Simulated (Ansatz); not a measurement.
# Quasiparticle gap of LiH (Fm-3m), part 2 of 2

Aim: the quasiparticle gap of LiH (Fm-3m), starting from PBE.

Ansatz 0.2.0; PBE, then G0W0 on it, plane waves, PAW. Known limits of the many-body steps: finite bands, screening cutoff and k mesh; no spin-orbit coupling in G0W0.

So far. Step 2 (The PBE band structure): Over mesh and path the gap is 3.020 eV, direct, at k = (0.500, 0.000, 0.500).

The database entry behind the starting cell differs from later determinations by our own check (the deuteride, about 0.2 % short), so it need not match the best structure at ambient conditions.

In doubt: masses and optical values from hybrid runs of this build are listed as unsure (in some of the runs), which bears on the screening that GW takes from such a start.

**3. The quasiparticle correction**

G0W0 replaces the xc potential by a self-energy built once from the orbitals of the start. Levels are corrected in the window of bands that the input names, at points of the mesh.

This step: G0W0 on PBE, plane waves, PAW.

The input, input.yaml:

```yaml
crystal:
  lattice:
    - [0.0, 2.03675, 2.03675]
    - [2.03675, 0.0, 2.03675]
    - [2.03675, 2.03675, 0.0]
  atoms:
    - { symbol: Li, position: [0.0, 0.0, 0.0] }
    - { symbol: H, position: [0.5, 0.5, 0.5] }
kpoints:
  mp_grid: { grid: [6, 6, 6] }
hamiltonian:
  xc: pbe
scf:
  occupations: { method: fixed }
gw:
  n_empty_bands: 108
  ecut_chi: 200.0
  qp_bands: [v2, c2]
  qp_kpoints: band_edges
  screening: { model: contour_deformation }
```

Launch:

```console
$ ansatz run input.yaml --threads 3 --pin off --max-ram 92160MiB --backend cuda --events-out ev --progress --plain --runs-dir out --devices 1 --max-vram 13GiB  # rebuilt from the run's record
```

Numbers of over 12 decimals in the logs are rounded to 6 here.

Output:

```text
GPUs: using 1 of 1 available (devices: 1).
[...]
GPU FFT provider: cuFFT
GPU libraries: cuBLAS 13.8.2, cuFFT 12.4.0, cuSOLVER 12.3.4
Crystal: 2 atoms, lattice volume = 16.898 Å³
Basis set: ecut = 420 eV, 331 PW (Γ)
Bands: 6, of which v1, the nominal top of the filled ones, is band 2 counted from 1 (1 counted from 0)
Symmetry: 48 space group operations
[...]
k-points: 16 of 216
[...]
GPU buffer pool allocated for 8000 grid points (all kernels)
[...]
SCF iter   1: F=—  HF=-221.386512 eV  |F-HF|=—  |Δ(HF+E_count)|=         —  Δρ=8.47e-4  dr2=5.58e-5  ethr=1.77e-3  ⟨swp⟩=4.0  Hψ=746  notcnv=0  defer=22
[...]
SCF iter   6: F=-221.386559 eV  HF=-221.386559 eV  |F-HF|=2.84e-13  |Δ(HF+E_count)|=  4.02e-11  Δρ=9.18e-8  dr2=1.45e-12  ethr=1.00e-12  ⟨swp⟩=3.2  Hψ=481  notcnv=0
SCF 1 converged in 6 iterations: F = -221.386559 eV  dr2 = 1.45e-12
[...]
NSCF: frozen V_eff on 16 k-points, pencils in batches of 32, up to order 24
the band table was solved once the SCF had ended and its energy, with any forces and stress, was formed, with the checks that follow a solve (784 applications of the Hamiltonian). They found nothing against the state; the energy, forces and stress were not computed again (output.eigenvalues in the input reference)
[...]
NSCF: frozen V_eff on 16 k-points
G₀W₀ screening: q 1/16
[... further progress lines ...]
[...]
SCF converged after 6 iterations
Free energy (F): -221.386559 eV
[...]
Internal energy: -221.386559 eV  (E = F + TS)
E sigma→0 (E₀):  -221.386559 eV
Fermi energy:    0.486615 eV
[...]
--- Band table (eV; the first three rows and the last of 16) ---
[...]
--- G₀W₀: contour deformation, 6 samples at zero and on the imaginary axis and 6 off it, 216 q-points, 108 empty bands' worth ---
  eigenvalues of the whole cell's RPA ε∞ on this k-mesh (on a slab, of 1 + 4πα/V) = 4.1851, 4.1851, 4.1851; static W/v taken at q = 0 is 0.238944
  bands read: the sum over 110 bands ends inside a degenerate multiplet in 3 slots, whose members it reads at an even weight; the widest, k=0: bands 110 to 112 (counted from 1) at 1/3 each
  gw.qp_kpoints: band_edges: 4 of 16 stored k-points solved, in 1 pass; an edge of the gap read off the rows below is read off those points alone
    valence top: of the k-points left out ik 10 came nearest to being solved in a further pass, in band 2 (counted from 1, as in the quasiparticle table): it holds the edge there only if its correction is more favourable than any solved in that band by at least 1.018 eV; those differ by 0.039 eV
    conduction bottom: of the k-points left out ik 10 came nearest to being solved in a further pass, in band 3 (counted from 1, as in the quasiparticle table): it holds the edge there only if its correction is more favourable than any solved in that band by at least 1.654 eV; those differ by 0.069 eV
  `?` marks the rows in doubt; gw_qp.tsv's column doubts and the gw_qp event give each row's grounds
    ik  band        ε_KS         Σx   Σc(E_QP)       V_xc       Z   E_QP_lin       E_QP  E_QP is
     3     1    -43.7962   -44.6433     9.2452   -28.9166  0.7388   -51.1570   -50.2776  root ?
     3     2     -2.0030   -14.3557     2.8655   -10.0584  0.7271    -3.4961    -3.4348  root
     3     3      5.2774    -4.1800    -3.8291    -8.4763  0.7896     5.7482     5.7445  root
     3     4     13.7398    -3.6065    -5.9523    -9.9175  0.7267    14.0942    14.0984  root
    11     1    -43.7872   -44.6619     9.2383   -28.9339  0.7390   -51.1506   -50.2768  root ?
    11     2     -0.5315   -14.2012     2.2243   -10.5845  0.7480    -1.9679    -1.9240  root
    11     3      5.4773    -3.1246    -3.9787    -7.6399  0.7886     6.0190     6.0139  root
    11     4      7.5748    -4.0403    -4.2625    -8.7983  0.7676     8.0765     8.0703  root
    12     1    -43.7844   -44.6691     9.2389   -28.9389  0.7390   -51.1497   -50.2757  root ?
    12     2      0.4866   -14.6836     1.9412   -11.3458  0.7564    -0.9487    -0.9099  root
    12     3      3.5049    -3.6287    -3.5106    -7.6097  0.7985     3.9784     3.9752  root
    12     4     11.0677    -2.6164    -4.8950    -8.1689  0.7483    11.7325    11.7252  root
    15     1    -43.7842   -44.6683     9.2381   -28.9395  0.7390   -51.1488   -50.2749  root ?
    15     2      0.3317   -14.5565     1.9867   -11.1757  0.7551    -1.1019    -1.0624  root
    15     3      4.4917    -3.3645    -3.7506    -7.6245  0.7945     5.0053     5.0011  root
    15     4      7.4119    -2.7986    -4.3406    -7.6980  0.7727     7.9776     7.9706  root
```

Wall time 15 s (1 × NVIDIA H100 80GB HBM3 (shared by 6 runs) with 3 threads of AMD EPYC 7R13 (Zen 3), shared host); peak memory 1 GiB.

This step gave:

```
bands summed                                    : 110
RPA ε∞ on this mesh (eigenvalues)               : 4.185, 4.185, 4.185
plane waves in the screening matrix             : 113
q-points in the mesh                            : 216
G0W0 gap over the corrected points              : 4.885 eV
k of the valence top                            : 0, -0.5, -0.5
k of the conduction bottom                      : 0, -0.5, -0.5
starting gap on the mesh                        : 3.018 eV
Z at the valence top                            : 0.7564
Z at the conduction bottom                      : 0.7985
least direct G0W0 gap over the corrected points : 4.885 eV
```

Over 4 of 16 irreducible mesh points the G0W0 gap is 4.885 eV, direct, at k = (0.000, -0.500, -0.500). The PBE gap of this run on the mesh is 3.018 eV. The two states that bound the G0W0 gap lie that far apart at the start, so the correction of the gap is 4.885 − 3.018 = +1.867 eV. The start of this run differs from the step before in mesh (10×10×10 and 6×6×6). The program marks 4 of the 16 corrected levels as in doubt (energies apart, Σc rises), neither edge state among them.

Labels follow the order of the start: v1 is the top filled band, c1 the lowest empty one; levels that stay degenerate share a row, the window can cut a multiplet, doubted levels are not marked in this list, bands outside the window were not corrected, and the list may be a part of the corrected levels. The levels before and after the correction (eV, zero at the valence-band top of each column):

```csv
,conduction bottom,valence top
Kohn-Sham,3.02,0.00
G0W0,4.89,0.00
```

|  | level | occupation | energy (eV) |
| --- | --- | --- | --- |
| Kohn-Sham | (0 -0.5 -0.5) v2 | 2 | -44.271 |
| Kohn-Sham | (0 -0.5 -0.5) v1 | 2 | 0.000 |
| Kohn-Sham | (0 -0.5 -0.5) c1 | 0 | 3.018 |
| Kohn-Sham | (0 -0.5 -0.5) c2 | 0 | 10.581 |
| G0W0 | (0 -0.5 -0.5) v2 | 2 | -49.366 |
| G0W0 | (0 -0.5 -0.5) v1 | 2 | 0.000 |
| G0W0 | (0 -0.5 -0.5) c1 | 0 | 4.885 |
| G0W0 | (0 -0.5 -0.5) c2 | 0 | 12.635 |

The parts of the quasiparticle energy for the two states that bound the G0W0 gap, in eV on the run's own scale (QP = start + Σx + Σc − Vxc, with Σc at the quasiparticle energy):

```
             edge                        k  band  start       Σx      Σc      Vxc      Z      QP
      valence top  (0.000, -0.500, -0.500)     2  0.487  −14.684   1.941  −11.346  0.756  −0.910
conduction bottom  (0.000, -0.500, -0.500)     3  3.505   −3.629  −3.511   −7.610  0.798   3.975
```

**4. The runs together**

Each gap is the least one over the points named; times are wall times on shared hosts, not benchmarks. A G0W0 time includes the run's own self-consistent start. Rows marked * are further runs, not shown as steps, whose inputs differ from the G0W0 step on the same start in the columns given; solver thresholds can differ too. Symmetry makes (0.500, 0.000, 0.500) and (0.000, -0.500, -0.500) one point.

| level | mesh | files, cutoff | bands summed, screening | points | gap (eV) | valence top | conduction bottom | least direct gap (eV) | time |
| --- | --- | --- | --- | --- | --- | --- | --- | --- | --- |
| PBE | 10×10×10 | soft_2 PAW, 420 eV | - | mesh and path | 3.020 | (0.500, 0.000, 0.500) | (0.500, 0.000, 0.500) | 3.020 | 5.9 s |
| G0W0@PBE* | 6×6×6 | soft_2 PAW, 420 eV | 19, 60 eV | 4 of 16 irreducible mesh points | 4.624 | (0.000, -0.500, -0.500) | (0.000, -0.500, -0.500) | 4.624 | 7.8 s |
| G0W0@PBE* | 6×6×6 | soft_2 PAW, 420 eV | 52, 120 eV | 4 of 16 irreducible mesh points | 4.801 | (0.000, -0.500, -0.500) | (0.000, -0.500, -0.500) | 4.801 | 9.1 s |
| G0W0@PBE | 6×6×6 | soft_2 PAW, 420 eV | 110, 200 eV | 4 of 16 irreducible mesh points | 4.885 | (0.000, -0.500, -0.500) | (0.000, -0.500, -0.500) | 4.885 | 15 s |
| G0W0@PBE* | 4×4×4 | soft_2 PAW, 420 eV | 52, 120 eV | 4 of 8 irreducible mesh points | 4.645 | (0.000, -0.500, -0.500) | (0.000, -0.500, -0.500) | 4.645 | 5.4 s |
| G0W0@PBE* | 6×6×6 | soft_2 PAW, 420 eV | 52, 120 eV, plasmon pole | 4 of 16 irreducible mesh points | 4.820 | (0.000, -0.500, -0.500) | (0.000, -0.500, -0.500) | 4.820 | 7 s |

**5. Results**

| Property | Result |
| --- | --- |
| PBE gap over mesh and path | 3.020 eV, direct, at k = (0.500, 0.000, 0.500) |
| G0W0@PBE gap over 4 of 16 irreducible mesh points | 4.885 eV, direct, at k = (0.000, -0.500, -0.500) |
| GW settings | 6×6×6 mesh, 108 empty bands, screening to 200 eV |
| known limits | finite bands, screening cutoff and k mesh; no spin-orbit coupling in G0W0 |

What this shows: Over 4 of 16 irreducible mesh points the G0W0 gap is 4.885 eV, direct, at k = (0.000, -0.500, -0.500). The PBE gap of this run on the mesh is 3.018 eV. The two states that bound the G0W0 gap lie that far apart at the start, so the correction of the gap is 4.885 − 3.018 = +1.867 eV. The valence state moves by −0.910 − 0.487 = −1.397 eV and the conduction state by 3.975 − 3.505 = +0.470 eV, on the run's own scale; with 19 bands the edge states move by −1.000 and +0.605 eV, so the split between the edges depends on the bands and cutoff. Both edges that PBE shows over mesh and path lie at k points where levels were corrected. Levels at other points were not corrected, so a lower G0W0 gap elsewhere in the zone is not ruled out. From 19 bands and 60 eV to 110 bands and 200 eV the gap moves by 4.885 − 4.624 = +0.261 eV (rung by rung 4.624, 4.801, 4.885 eV); bands and screening cutoff rise together, so their parts are not told apart. A line in one over the bands through the two highest rungs gives 4.885 + (4.885 − 4.801) × 52 / (110 − 52) = 4.960 eV, and through the pair below 4.801 + (4.801 − 4.624) × 19 / (52 − 19) = 4.903 eV. The two differ by 0.057 eV, not under the 0.030 eV asked, so the law does not hold well over these rungs and the limit is not known. With the 4×4×4 mesh in place of the 6×6×6 mesh and all else as in the G0W0@PBE row with 52 bands, the gap differs by 4.645 − 4.801 = −0.156 eV, and that of the start by 3.009 − 3.018 = −0.009 eV. With the plasmon pole model in place of the contour deformation model and all else as in the G0W0@PBE row with 52 bands, the gap differs by 4.820 − 4.801 = +0.019 eV. G0W0 on other starts in this series, not shown as steps and not all at these settings: 5.419 eV on HSE06 (6×6×6, soft_2 PAW, 52 bands, 120 eV) and 5.671 eV on PBE0 (6×6×6, soft_2 PAW, 52 bands, 120 eV). For the G0W0 step: the program marks 4 of the 16 corrected levels as in doubt (energies apart, Σc rises), neither edge state among them. The G0W0 runs are scalar-relativistic. G0W0@PBE runs of this series with other atomic data on the same mesh, not shown as steps, give 4.796 eV (hard PAW, 800 eV, 52 bands, screening to 120 eV; the table's row with the same empty bands and screening cutoff has 4.801 eV); where bands and cutoffs differ too, the part of the files is not isolated.

[Paths, hosts, dates, memory and timing lines, banners, echoed tables and standing remarks are left out of the program output.]

[Logs are printed without paths, hosts, clocks, repeated set-up lines and the standing remarks that a program may print on its own settings, such as how far it seeks lower states.]

[Runs of the session that timed out or met a known fault of the program may be left out.]

[Cells called generated may have been cut or substituted from an entry of the Crystallography Open Database or the Materials Project.]

[Hosts, paths, dates, database ids (printed as entryN), source tags and the programs' standing remarks are cut or masked in the printed files.]

[Where an RPA ε∞ is given, it is that of the G0W0 mesh and is not shown converged in it. Names of k-points follow the symmetry that the program found, which can be lower than the space group named. Band edges on a path are those of the sampled points; other points can move an edge, and change direct to indirect where valleys lie close.]

[Hybrid gaps are those of their k-mesh and are not shown converged in it.]
